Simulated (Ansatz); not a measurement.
Two G0W0 runs on PbS (Galena).

The database entry behind the starting cell differs from later determinations by our own check (about 0.1 % short), so it need not match the best structure at ambient conditions.

The structure is cubic, space group Fm-3m (No. 225). Conventional cell: a = 5.931 Å, b = 5.931 Å, c = 5.931 Å, α = 90.00°, β = 90.00°, γ = 90.00°. Pb has 6 S at 2.97 Å nearest. Nearest to S lie 6 Pb at 2.97 Å. Farther neighbours and most contacts between anions are not listed.

```xyz
2
Lattice="0.0000 2.9657 2.9657 2.9657 0.0000 2.9657 2.9657 2.9657 0.0000" Properties=species:S:1:pos:R:3 pbc="T T T"
Pb    0.0000    0.0000    0.0000
S     2.9657    2.9657    2.9657
```

The cell and positions come from the Crystallography Open Database and are kept as given unless a step says otherwise. Spin-orbit coupling is left out unless a run names it.

The first (Ansatz 0.2.0; start PBE, 4×4×4 mesh, 155 empty bands, screening to 120 eV, PAW set soft_1 files; 1 × NVIDIA GB200 (shared by 2 runs) with 24 threads of Arm Neoverse V2, shared host) gave, on its mesh: starting gap 0.37 eV, G0W0 gap 0.47 eV, RPA ε∞ (mean) 69.91, 2.7 s.

The second gave: starting gap 0.37 eV, G0W0 gap 0.41 eV, RPA ε∞ (mean) 69.91, 2.4 s.

Q: What was changed in the input? Choose among start, files, mesh, bands and cutoff, frequency model or another key.

Changed: frequency model from contour deformation to plasmon pole. The starting gap stayed, which rules out the functional and points to the GW step. Other changes could give like numbers; this is the one that was made.

Limits: not at the basis limit; model gap, bands may invert with spin-orbit coupling; mesh may overstate the screening; no spin-orbit coupling; coarse k mesh.

[Paths, hosts, dates, memory and timing lines, banners, echoed tables and standing remarks are left out of the program output.]

[Logs are printed without paths, hosts, clocks, repeated set-up lines and the standing remarks that a program may print on its own settings, such as how far it seeks lower states.]

[Runs of the session that timed out or met a known fault of the program may be left out.]

[Cells called generated may have been cut or substituted from an entry of the Crystallography Open Database or the Materials Project.]

[Hosts, paths, dates, database ids (printed as entryN), source tags and the programs' standing remarks are cut or masked in the printed files.]
